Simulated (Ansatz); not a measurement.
# Lattice dynamics of Tl (P6_3/mmc, 2 atoms in the cell), part 2 of 2

Aim: the phonons of Tl (P6_3/mmc, 2 atoms in the cell) at a cell relaxed beforehand at this level. After the zone centre comes a 3×3×2 q mesh on a 15×15×8 k mesh.

Ansatz 0.2.0; DFT PBEsol, scalar-relativistic, plane waves, PAW; PAW set soft_1.

So far. Step 2 (Modes at Γ): Before it was imposed, the acoustic sum rule was missed by 8.6e-5 eV/Å². Small misses are needed for a sound result but don't prove that mesh and cutoff are converged. The lowest optical mode is real, 33.7 cm⁻¹.

### Step 3. The dispersion

Stability and thermal properties need the whole zone. Linear response on a 3×3×2 q mesh gives force constants as far as a supercell of that size would.

input.yaml

```yaml
crystal:
  lattice:
    - [3.5021013998, 0.0, 0.0]
    - [-1.7510506999, 3.0329087789, 0.0]
    - [0.0, 0.0, 5.3931984437]
  atoms:
    - { symbol: Tl, position: [0.3333333333, 0.6666666667, 0.25] }
    - { symbol: Tl, position: [0.6666666667, 0.3333333333, 0.75] }
kpoints:
  mp_grid: { grid: [15, 15, 8] }
hamiltonian:
  xc: pbesol
  pseudopotentials: { kind: paw, azcp: { folder: soft_1 }, xc_functional: pbe }
scf:
  occupations: { method: methfessel_paxton, width: 0.2 }
output:
  eigenvalues: true
phonons:
  method: dfpt
  qmesh: [3, 3, 2]
  temperatures: { t_max: 1000, t_step: 50 }
  qpath:
    path:
      - [[0.0, 0.0, 0.0], [0.5, 0.0, 0.0], [0.33333333, 0.33333333, 0.0], [0.0, 0.0, 0.0], [0.0, 0.0, 0.5], [0.5, 0.0, 0.5], [0.33333333, 0.33333333, 0.5], [0.0, 0.0, 0.5]]
      - [[0.5, 0.0, 0.5], [0.5, 0.0, 0.0]]
      - [[0.33333333, 0.33333333, 0.5], [0.33333333, 0.33333333, 0.0]]
    npoints: 10
```

On the command line:

```console
> ansatz run input.yaml --threads 4 --pin off --max-ram 10240MiB --backend cpu --events-out ev --progress --plain --runs-dir out
```

Numbers of over 12 decimals in the logs are rounded to 6 here.

Output:

```text
[...]
Crystal: 2 atoms, lattice volume = 57.284 Å³
Basis set: ecut = 420 eV, 1105 PW (Γ), exchange–correlation on 48×48×80 points (8 copies of the dense FFT grid, shifted against one another)
Bands: 17, of which v1, the nominal top of the filled ones, is band 13 counted from 1 (12 counted from 0)
Symmetry: 24 space group operations
k-points: 135 of 1800
[...]
SCF iter   1: F=—  HF=-22595.417783 eV  |F-HF|=—  |Δ(HF+E_count)|=         —  Δρ=1.49e-2  dr2=1.88e-1  ethr=3.10e-3  ⟨swp⟩=5.2  Hψ=10411  notcnv=0
[...]
SCF iter  10: F=-22595.338746 eV  HF=-22595.338746 eV  |F-HF|=7.28e-12  |Δ(HF+E_count)|=    0.00e0  S|Δr|=    0.00e0  Δρ=2.33e-8  dr2=2.60e-13  ethr=1.00e-12  ⟨swp⟩=5.6  Hψ=8765  notcnv=0
SCF 1 converged in 10 iterations: F = -22595.338746 eV  dr2 = 2.60e-13
[...]
NSCF: frozen V_eff on 135 k-points
WARN: eigensolver did not converge in 3 slots of this pass, the one above among them; of largest residual over every band (k=10): 1 band(s) unlocked (lowest unlocked band 16, counted from 0; max residual 9.74e-6 eV among the unlocked bands, 9.74e-6 eV over every band); of lowest unlocked band (k=10): band 16
[...]
DFPT response loops at q = (0, 0, 0) (fractional): preconditioner auto → Kerker (q_TF=auto, 2.392 Å⁻¹) (partly filled bands, converged f_vac=0.000); β = 1.00, the filter's whole step (`scf.mixing.beta` (0.50) is not read by the response loops under this deck's `scf.mixing.preconditioner`; to damp them name `kerker` or `kerker_dos`, under which they read `scf.mixing.beta`, and type it under 1.00, their step now; both keys bind the ground state too); Broyden in place of MSR1
[...]
SCF converged after 10 iterations
[...]
Free energy (F): -22595.338746 eV
[...]
Internal energy: -22595.340175 eV  (E = F + TS)
E sigma→0 (E₀):  -22595.339104 eV
Entropy (-TS):   0.001428 eV (0.714 meV/atom)
Fermi energy:    10.392636 eV
[...]
--- Band table (eV; the first three rows and the last of 135) ---
  k-point 0: bands = [... 9 lower, -0.6295, 0.3423, 5.6535, 7.6715, 17.9071, 17.9071, 20.0870, 20.0870]
  k-point 1: bands = [... 9 lower, -0.6341, 0.4304, 4.8972, 8.6046, 17.9811, 17.9811, 20.0065, 20.0065]
  k-point 2: bands = [... 9 lower, -0.6511, 0.7034, 3.7535, 10.2774, 18.1971, 18.1971, 18.7902, 19.7666]
  k-point 134: bands = [... 9 lower, -0.6275, 6.2208, 6.2208, 9.3615, 9.3615, 10.5829, 10.5829, 18.4356]
--- Phonons (Γ-DFPT): 2 representative perturbations + reference (Σ response iterations 4) ---
  ASR residual: 6.726e-5 → 0.000e0 eV/Å²; symmetrization residual: 5.924e-12 eV/Å²
  ASR residual per site (eV/Å²): 6.73e-5 6.73e-5
  Γ frequencies (cm⁻¹): 0.00 0.00 0.00 33.74 33.74 92.65
--- Phonons (arbitrary-q DFPT): 6 irreducible q on the 3×3×2 mesh ---
  q = [0.0000, 0.0000, 0.0000] (star 1, of the zone-centre solve; hermiticity 1.12e-13, symmetrization 1.84e-12): -0.00 0.00 0.00 33.74 33.74 92.65
  q = [0.0000, 0.0000, -0.5000] (star 1, 2 solved perturbations in 455 linear systems a pass and spin channel, the states on 320 of 1800 k-point pairs; hermiticity 5.13e-11, symmetrization 2.56e-11): 21.73 21.73 21.73 21.73 53.50 53.50
  q = [0.0000, 0.3333, 0.0000] (star 6, 3 solved perturbations on 600 of 1800 k-point pairs; hermiticity 5.45e-6, symmetrization 5.23e-8): 20.92 30.14 45.32 55.95 64.16 72.41
[...]
sum rule: each row above includes the acoustic sum rule's correction from the zone centre's row sums; it moved no ω² by more than (0.30 cm⁻¹)²
  mesh force constants: q→R imaginary residual 1.29e-16; ASR residual 6.726e-5 → 0.000e0 eV/Å²; symmetrization residual 1.332e-15 eV/Å²
  interpolated dispersion: 93 rows × 6 modes
  density of states and harmonic sums: on the 21×21×12 q-mesh, interpolated from the force constants of a 3×3×2 supercell (no non-analytic term)
  largest difference from the sums on the solved wave vectors: F 5.55e-2 eV, S 6.96e-5 and C_V 1.41e-5 eV/K
  zero-point energy: 0.017548 eV/cell   skipped modes (ω ≤ 0): 4, of them read as no rigid motion or as one in doubt: 1 (2.268e-3 modes/cell left out, lowest -0.34 cm⁻¹)   left out of the sums: 4.72e-4 of the cell's modes: C_V's classical limit lies that fraction below 3 k_B per atom; for a crystal, a wire or a layer, F and S can be off by more, and a phonons.interpolated_qmesh denser along its periods is the remedy for the sampling
```

The job ended after 38 s (4 threads of AMD EPYC 9R45 (Zen 5), shared host; peak memory 1.7 GiB; 2.4 min of CPU time).

Numbers from this step:

- sum-rule residual before enforcement: 6.73e-5 eV/Å²
- lowest frequency on the path: 0 cm⁻¹
- highest frequency on the path or at a solved wavevector: 92.65 cm⁻¹
- mean frequency: 47.2 cm⁻¹
- Debye temperature (second moment): 94 K
- logarithmic mean frequency: 42.9 cm⁻¹
- lowest mode on the q mesh (acoustic modes at Γ apart): 20.92 cm⁻¹
- zero-point energy per atom: 8.77 meV
- heat capacity at 300 K: 24.81 J/(mol atoms K)
- vibrational entropy at 300 K: 64.35 J/(mol atoms K)

Frequencies (cm⁻¹) solved at each irreducible wavevector; negative means imaginary. Frequencies by wavevector, by row:

```
q in reciprocal lattice units  star  mode 1  mode 2  mode 3  mode 4  mode 5  mode 6
                        0 0 0     1       0       0       0    33.7    33.7    92.7
                     0 0 -0.5     1    21.7    21.7    21.7    21.7    53.5    53.5
                   0 0.3333 0     6    20.9    30.1    45.3      56    64.2    72.4
                0 0.3333 -0.5     6    34.5    34.5    34.5    34.5    72.8    72.8
              0.3333 0.3333 0     2    43.3    50.8    50.8    61.1    61.1    68.3
           0.3333 0.3333 -0.5     2    22.9    22.9    51.9    51.9    74.1    74.1
```

Interpolated from a 3×3×2 q mesh. The phonon branches at the labelled points (cm⁻¹):

```
    point  branch 1  branch 2  branch 3  branch 4  branch 5  branch 6
        Γ         0         0         0        34        34        93
  halfway        18        23        41        47        55        80
        M        24        38        50        63        64        73
  halfway        34        42        55        59        62        71
        K        43        51        51        61        61        68
  halfway        26        27        41        55        56        76
        Γ         0         0         0        34        34        93
  halfway        11        11        23        30        30        81
        A        22        22        22        22        54        54
  halfway        31        31        32        32        67        67
        L        35        35        37        37        78        78
  halfway        27        27        46        46        76        76
        H        23        23        52        52        74        74
  halfway        29        29        38        38        69        69
        A        22        22        22        22        54        54
jump to L        35        35        37        37        78        78
  halfway        28        33        46        51        70        78
        M        24        38        50        63        64        73
jump to H        23        23        52        52        74        74
  halfway        36        36        45        63        70        70
        K        43        51        51        61        61        68
```

The phonon branches as a text plot (rows in cm⁻¹):

```
     91 |**                 ***
     87 |  *               *   *
     83 |   *             *     *
     79 |                                ***            ***
     75 |    *           *              *   ******      ** * *
     71 |     ******             *     *          *       * * *
     68 |     **    *****             *            *           **
     64 |       ***   ***                           *      **   *
     60 |    * *  *******         *  *               *     *  *
     56 |     *    ** ** *         **                 **     *
     52 |    *    *  *  *                     ***         *
     48 |   *  ***  * *   *       *          *             ***  *
     44 |  * **    * *     *                *    *       **   ***
     41 |   *     * * ** * **              *      *     *
     37 |****  *** *    * * **   *      ***        *    *  **
     33 |* *  *   *        * ***      ***  *        *   ***   *
     29 |    *                  **   *      *    *****    *
     25 |       **       *  *   * * **       *  *    **    ***
     21 | *  ***          *       **          **       *
     17 |   *              *
     14 |  **                * * *
     10 |**                 *   *
      6 |*                   * *
      2 |                     *
         Γ      M    K        Γ   A       L    H       A|L M|H  K
```

Tetrahedra on a 21×21×12 mesh, mean over bins of 1 cm-1. Interpolated from a 3×3×2 q mesh. Phonon density of states against wavenumber; read off at these points:

```
wavenumber (cm⁻¹)  phonon density of states (1/cm⁻¹/cell)
             -0.5                                  7.0e-5
              2.5                                 0.00157
              4.5                                 0.00334
              7.5                                  0.0066
              9.5                                  0.0099
             12.5                                  0.0156
             14.5                                  0.0207
             17.5                                  0.0307
             19.5                                  0.0398
             22.5                                  0.0623
             24.5                                   0.123
             27.5                                   0.143
             29.5                                   0.120
             32.5                                   0.126
             33.5                                   0.134
             34.5                                   0.131
             37.5                                   0.115
             39.5                                   0.116
             42.5                                   0.114
             44.5                                   0.113
             47.5                                  0.0926
             49.5                                  0.0874
             52.5                                  0.0667
             54.5                                  0.0627
             57.5                                  0.0614
             59.5                                  0.0678
             62.5                                  0.0523
             64.5                                  0.0873
             67.5                                  0.0592
             69.5                                  0.0849
             72.5                                   0.122
             74.5                                   0.198
             77.5                                  0.0687
             79.5                                  0.0149
             82.5                                  0.0106
             84.5                                 0.00846
             87.5                                 0.00594
             89.5                                 0.00409
             92.5                                  2.7e-4
```

Second derivatives of the energy by pair, one row for each kind of neighbour of each atom listed. Each entry sums the pair over the periodic images of the supercell that the q mesh stands for, and in a polar crystal it holds the long-range dipole part too. Force constants by pair, by row:

```
atom  neighbour  distance (Å)  third of the trace (eV/Å²)  along the pair's line (eV/Å²)
 Tl1     itself             0                       1.942                              –
 Tl1         Tl          3.37                     -0.1974                         -0.812
 Tl1         Tl         3.502                     -0.1259                        -0.5112
 Tl1         Tl         4.861                     -0.0078                        -0.0277
 Tl1         Tl         5.393                      0.0692                         0.0304
 Tl1         Tl         5.991                     -0.0215                         -0.018
 Tl1         Tl         6.066                     -0.0148                         -0.006
 Tl1         Tl          6.43                      0.0105                         0.0382
 Tl2     itself             0                       1.942                              –
 Tl2         Tl          3.37                     -0.1974                         -0.812
 Tl2         Tl         3.502                     -0.1259                        -0.5112
 Tl2         Tl         4.861                     -0.0078                        -0.0277
 Tl2         Tl         5.393                      0.0692                         0.0304
 Tl2         Tl         5.991                     -0.0215                         -0.018
 Tl2         Tl         6.066                     -0.0148                         -0.006
 Tl2         Tl          6.43                      0.0105                         0.0382
```

Harmonic thermodynamic functions per atom, from the density of states. Interpolated from a 3×3×2 q mesh. Thermodynamic functions, by row:

```
T (K)  F_vib (meV/atom)  S (J/mol-atom/K)  C_V (J/mol-atom/K)
    0              8.77                 0                   0
   50              3.88             21.68               21.11
  100            -11.83             37.45               23.86
  200            -60.34             54.32               24.66
  300            -122.2             64.35               24.81
  400            -192.8              71.5               24.86
  500            -269.9             77.05               24.89
  600            -352.1             81.59                24.9
  700            -438.7             85.43               24.91
  800              -529             88.75               24.91
  900            -622.6             91.69               24.92
 1000              -719             94.31               24.92
```

Harmonic mean-square displacement, third of the trace. Interpolated from a 3×3×2 q mesh. Mean square displacements, by row:

```
T (K)  Tl1 U_eq (Å²)  Tl2 U_eq (Å²)
    0        0.00216        0.00216
  100        0.01108        0.01108
  300        0.03273        0.03273
  600        0.06536        0.06536
```

Symmetry leaves 6 wavevectors to solve. The lowest mode among them, the acoustic zeros apart, lies at q = (0, 0.333, 0) and is real, 20.9 cm⁻¹.

### Step 4. Isotope substitution

An isotope changes the mass and not the force constants, so no new electronic calculation is needed; the shifts show which modes move this element.

The same force constants with the mass of Tl changed from 204.380 to 202.972 u (phonopy, no LO-TO term). Both lists are sorted by frequency. Modes under 3 cm⁻¹ are left out. Isotope shifts, by row:

```
            q  rank  natural mass (cm⁻¹)  changed mass (cm⁻¹)
        0 0 0     4                33.74                33.86
        0 0 0     5                33.74                33.86
        0 0 0     6                92.65                92.97
     0 0 -0.5     1                21.73                21.81
     0 0 -0.5     2                21.73                21.81
     0 0 -0.5     3                21.73                21.81
     0 0 -0.5     4                21.73                21.81
     0 0 -0.5     5                 53.5                53.69
     0 0 -0.5     6                 53.5                53.69
   0 0.3333 0     1                20.92                20.99
   0 0.3333 0     2                30.14                30.24
   0 0.3333 0     3                45.32                45.48
   0 0.3333 0     4                55.95                56.15
   0 0.3333 0     5                64.16                64.39
   0 0.3333 0     6                72.41                72.66
0 0.3333 -0.5     1                 34.5                34.62
0 0.3333 -0.5     2                 34.5                34.62
0 0.3333 -0.5     3                34.51                34.63
0 0.3333 -0.5     4                34.51                34.63
0 0.3333 -0.5     5                72.76                73.01
0 0.3333 -0.5     6                72.76                73.01
```

With one element every mode shifts by +0.35 %.

### Step 5. Outcome

```json
{
  "space group (within 0.01 Å)": "P6_3/mmc",
  "volume per atom": "28.6 Å³",
  "electronic character": "no gap on this mesh",
  "highest optical mode at the zone centre (no LO-TO term)": "92.7 cm⁻¹",
  "lowest optical zone-centre mode": "33.7 cm⁻¹",
  "lowest mode on the q mesh (acoustic modes at Γ apart)": "20.9 cm⁻¹",
  "highest frequency on the path or at a solved wavevector": "92.7 cm⁻¹",
  "zero-point energy per atom": "8.77 meV",
  "heat capacity at 300 K": "24.8 J/(mol atoms K)",
  "vibrational entropy at 300 K": "64.4 J/(mol atoms K)",
  "Debye temperature (second moment)": "94 K",
  "imaginary modes on the 3×3×2 q mesh": "none"
}
```

What this shows: The structure is a minimum as far as tested: no mode is imaginary at the 6 irreducible wavevectors of the 3×3×2 mesh, and the softest away from the acoustic zeros lies at 21 cm⁻¹. The optical modes at Γ span 34 to 93 cm⁻¹. With no gap, or one that is small against the smearing, the frequencies hang on the k mesh and the smearing, most of all near Kohn anomalies. Spin-orbit coupling is left out, which can matter for the heavy elements here. The PAW files were made for PBE and serve the other functionals too. A phonon run warned that its eigensolver left some bands unconverged in a pass. These are harmonic frequencies at zero temperature: anharmonic shifts, linewidths and thermal expansion are left out.

[Logs are printed without paths, hosts, clocks, repeated set-up lines and the standing remarks that a program may print on its own settings, such as how far it seeks lower states.]

[Hosts, paths, dates, database ids (printed as entryN), source tags and the programs' standing remarks are cut or masked in the printed files.]
